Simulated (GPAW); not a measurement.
**How the functional moves the magnetism of free-standing triangular W monolayer, spacing 2.904 A**

Aim: see how far moments and order energies of free-standing triangular W monolayer, spacing 2.904 A move with the functional, and what each set costs.

Calculated with GPAW 26.7.0; several functionals; plane waves with GPAW's PAW setups, scalar-relativistic.

Report form: the programs' logs are mostly left out.

## 1. Starting point

The cell holds 1 atom: 1 W. Cell: a = 2.904 Å, b = 2.904 Å, c = 14.000 Å, α = 90.0°, β = 90.0°, γ = 120.0°. model lattice. Vacuum lies along c.

## 2. Set 1 (LDA), start ferro +

Each set takes another functional on the same cell and mesh.

Input file order1.py:

```python
import json
import numpy as np
from ase import Atoms
from ase.parallel import paropen, parprint
from gpaw import GPAW

atoms = Atoms(['W'],
    cell=[[2.904, 0.0, 0.0],
         [-1.452, 2.514938, 0.0],
         [0.0, 0.0, 14.0]],
    scaled_positions=[[0.0, 0.0, 0.5]],
    pbc=True,
    magmoms=[1.0])
atoms.calc = GPAW(mode={'name': 'pw', 'ecut': 600},
    xc='LDA',
    kpts={'size': (10, 10, 1), 'gamma': True},
    occupations={'name': 'fermi-dirac', 'width': 0.1},
    convergence={'density': 1e-05, 'energy': 1e-05},
    maxiter=200,
    symmetry={'tolerance': 1e-4},
    txt='order1.txt')
e = atoms.get_potential_energy(force_consistent=True)
res = {'free_energy': e, 'energy_sigma0': atoms.get_potential_energy(), 'fermi_energy': atoms.calc.get_fermi_level()}
res['moments'] = atoms.get_magnetic_moments().tolist()
res['total'] = atoms.get_magnetic_moment()
parprint('site moments (muB):', np.round(res['moments'], 3))
parprint(f"total moment: {res['total']:.3f} muB")
parprint(f'free energy: {e:.6f} eV')
atoms.calc.write('order1.gpw')
with paropen('results.json', 'w') as f:
    json.dump(res, f)
```

The run is started by

```
$ OMP_NUM_THREADS=1 python3 order1.py > order1.log
```

Elapsed: 18 s, on 1 MPI rank of AMD EPYC 7R13 (Zen 3), shared host; peak memory 0.21 GiB.

Numbers from this step:

```
final state : non-magnetic
```

After 13 cycles the seed has died away: no moment is left.

## 3. Set 1 (LDA), start antiferro q=(0,1/2,0) +-

The second start gives the energy difference between the two end states, the quantity that is followed from set to set. Its q is in fractions of the reciprocal vectors of the first run's cell.

order2.py is the script of step 2 with these lines changed:

```diff
@@ -6,12 +6,13 @@
 
-atoms = Atoms(['W'],
+atoms = Atoms(['W', 'W'],
     cell=[[2.904, 0.0, 0.0],
-         [-1.452, 2.514938, 0.0],
+         [-2.904, 5.029876, 0.0],
          [0.0, 0.0, 14.0]],
-    scaled_positions=[[0.0, 0.0, 0.5]],
+    scaled_positions=[[0.0, 0.0, 0.5],
+         [0.0, 0.5, 0.5]],
     pbc=True,
-    magmoms=[1.0])
+    magmoms=[1.0, -1.0])
 atoms.calc = GPAW(mode={'name': 'pw', 'ecut': 600},
     xc='LDA',
-    kpts={'size': (10, 10, 1), 'gamma': True},
+    kpts={'size': (10, 5, 1), 'gamma': True},
     occupations={'name': 'fermi-dirac', 'width': 0.1},
@@ -20,3 +21,3 @@
     symmetry={'tolerance': 1e-4},
-    txt='order1.txt')
+    txt='order2.txt')
 e = atoms.get_potential_energy(force_consistent=True)
@@ -28,3 +29,3 @@
 parprint(f'free energy: {e:.6f} eV')
-atoms.calc.write('order1.gpw')
+atoms.calc.write('order2.gpw')
 with paropen('results.json', 'w') as f:
```

The run is started by

```
$ OMP_NUM_THREADS=1 python3 order2.py > order2.log
```

Run time: 2.1 min. Hardware: 1 MPI rank; peak memory 0.39 GiB.

Read from the output:

| Item | Value |
| --- | --- |
| final state | non-magnetic |

This start lies +0.0 meV a seeded atom from the first; its moments have collapsed.

## 4. Set 2 (PBE), start ferro +

order1.py is the script of step 2 with these lines changed:

```diff
@@ -14,3 +14,3 @@
 atoms.calc = GPAW(mode={'name': 'pw', 'ecut': 600},
-    xc='LDA',
+    xc='PBE',
     kpts={'size': (10, 10, 1), 'gamma': True},
```

The run is started by

```
$ OMP_NUM_THREADS=1 python3 order1.py > order1.log
```

It took 20 s on 1 MPI rank; peak memory 0.22 GiB.

Read from the output:

```yaml
final_state: non-magnetic
```

After 14 cycles the seed has died away: no moment is left.

## 5. Set 2 (PBE), start antiferro q=(0,1/2,0) +-

order2.py is the script of step 3 with these lines changed:

```diff
@@ -15,3 +15,3 @@
 atoms.calc = GPAW(mode={'name': 'pw', 'ecut': 600},
-    xc='LDA',
+    xc='PBE',
     kpts={'size': (10, 5, 1), 'gamma': True},
```

The run is started by

```
$ OMP_NUM_THREADS=1 python3 order2.py > order2.log
```

Elapsed: 2.1 min, on 1 MPI rank; peak memory 0.41 GiB.

Read from the output:

```yaml
magnetization: 0 μB
final_state: antiferromagnetic
largest_moment: 0.5987 μB
```

This start lies -23.1 meV a seeded atom from the first, a change of -23.1 meV since set 1; its largest moment is 0.599 μB.

## 6. Set 3 (revPBE), start ferro +

order1.py is the script of step 4 with these lines changed:

```diff
@@ -14,3 +14,3 @@
 atoms.calc = GPAW(mode={'name': 'pw', 'ecut': 600},
-    xc='PBE',
+    xc='revPBE',
     kpts={'size': (10, 10, 1), 'gamma': True},
```

The run is started by

```
$ OMP_NUM_THREADS=1 python3 order1.py > order1.log
```

It took 21 s on 1 MPI rank; peak memory 0.22 GiB.

Numbers from this step:

| Item | Value |
| --- | --- |
| final state | non-magnetic |

After 14 cycles the seed has died away: no moment is left.

## 7. Set 3 (revPBE), start antiferro q=(0,1/2,0) +-

order2.py is the script of step 5 with these lines changed:

```diff
@@ -15,3 +15,3 @@
 atoms.calc = GPAW(mode={'name': 'pw', 'ecut': 600},
-    xc='PBE',
+    xc='revPBE',
     kpts={'size': (10, 5, 1), 'gamma': True},
```

The run is started by

```
$ OMP_NUM_THREADS=1 python3 order2.py > order2.log
```

Wall time 2.1 min (1 MPI rank); peak memory 0.41 GiB.

Read from the output:

* magnetization: 0 μB
* final state: antiferromagnetic
* largest moment: 0.7219 μB

This start lies -43.4 meV a seeded atom from the first, a change of -20.3 meV since set 2; its largest moment is 0.722 μB.

## 8. Set 4 (RPBE), start ferro +

order1.py is the script of step 6 with these lines changed:

```diff
@@ -14,3 +14,3 @@
 atoms.calc = GPAW(mode={'name': 'pw', 'ecut': 600},
-    xc='revPBE',
+    xc='RPBE',
     kpts={'size': (10, 10, 1), 'gamma': True},
```

The run is started by

```
$ OMP_NUM_THREADS=1 python3 order1.py > order1.log
```

Run time: 21 s. Hardware: 1 MPI rank; peak memory 0.22 GiB.

Read from the output:

```yaml
final_state: non-magnetic
```

After 14 cycles the seed has died away: no moment is left.

## 9. Set 4 (RPBE), start antiferro q=(0,1/2,0) +-

order2.py is the script of step 7 with these lines changed:

```diff
@@ -15,3 +15,3 @@
 atoms.calc = GPAW(mode={'name': 'pw', 'ecut': 600},
-    xc='revPBE',
+    xc='RPBE',
     kpts={'size': (10, 5, 1), 'gamma': True},
```

The run is started by

```
$ OMP_NUM_THREADS=1 python3 order2.py > order2.log
```

Wall time 2.1 min (1 MPI rank); peak memory 0.41 GiB.

Numbers from this step:

```yaml
magnetization: 0 μB
final_state: antiferromagnetic
largest_moment: 0.7527 μB
```

This start lies -49.4 meV a seeded atom from the first, a change of -6.0 meV since set 3; its largest moment is 0.753 μB.

## 10. Set 5 (TPSS), start ferro +

order1.py is the script of step 8 with these lines changed:

```diff
@@ -14,3 +14,3 @@
 atoms.calc = GPAW(mode={'name': 'pw', 'ecut': 600},
-    xc='RPBE',
+    xc='TPSS',
     kpts={'size': (10, 10, 1), 'gamma': True},
@@ -19,2 +19,3 @@
     maxiter=200,
+    eigensolver='davidson',
     symmetry={'tolerance': 1e-4},
```

The run is started by

```
$ OMP_NUM_THREADS=1 python3 order1.py > order1.log
```

Run time: 12 min. Hardware: 1 MPI rank; peak memory 0.35 GiB.

The run stopped without converging, so none of its numbers is a property of the system.

A smaller mixing step or another start is the usual next try.

## 11. Set 5 (TPSS), start antiferro q=(0,1/2,0) +-

order2.py is the script of step 9 with these lines changed:

```diff
@@ -15,3 +15,3 @@
 atoms.calc = GPAW(mode={'name': 'pw', 'ecut': 600},
-    xc='RPBE',
+    xc='TPSS',
     kpts={'size': (10, 5, 1), 'gamma': True},
@@ -20,2 +20,3 @@
     maxiter=200,
+    eigensolver='davidson',
     symmetry={'tolerance': 1e-4},
```

The run is started by

```
$ OMP_NUM_THREADS=1 python3 order2.py > order2.log
```

Wall time 43 s (1 MPI rank); peak memory 0.53 GiB.

The run ended with an error.

The program's message: “ValueError: Some energy terms are NaN”

## 12. Side by side

List, by row:

```tsv
set	functional	state from the first start	state from the second start	second less first (meV a seeded atom)	moment, first (μB)	moment, second (μB)	CPU time (s)
1	LDA	non-magnetic	non-magnetic	0.001769	0	0	141.9
2	PBE	non-magnetic	antiferromagnetic	-23.12	0	0.5987	144.4
3	revPBE	non-magnetic	antiferromagnetic	-43.42	0	0.7219	144.9
4	RPBE	non-magnetic	antiferromagnetic	-49.43	0	0.7527	146.8
```

## 13. Results

| Quantity | Value |
| --- | --- |
| range of the moment in the table, second start | 0 to 0.753 μB |
| range of CPU time | 2.4 min to 2.4 min |
| range of the energy difference | -49.4 to 0.00177 meV a seeded atom |

In words: For the second start the functionals give moments from 0 to 0.753 μB and energy differences from -49.4 to 0.00177 meV a seeded atom, a spread that no finer setting would remove; all use the same cell, so differences in their own lattice constants don't enter. Set 5 gave no pair of finished runs and is missing from the table. Not all sets end in the same states, so some differences compare unlike states.

[Logs and program files are shortened in this print: banners, set-up blocks, solver, clock and traceback lines can be left out without a mark of their own.]

[Logs are printed without paths, hosts, clocks, repeated set-up lines and the standing remarks that a program may print on its own settings, such as how far it seeks lower states.]

[Hosts, paths, dates, database ids (printed as entryN), source tags and the programs' standing remarks are cut or masked in the printed files.]

[Where a cell is said to come from a database of computed structures, the database is the Materials Project.]
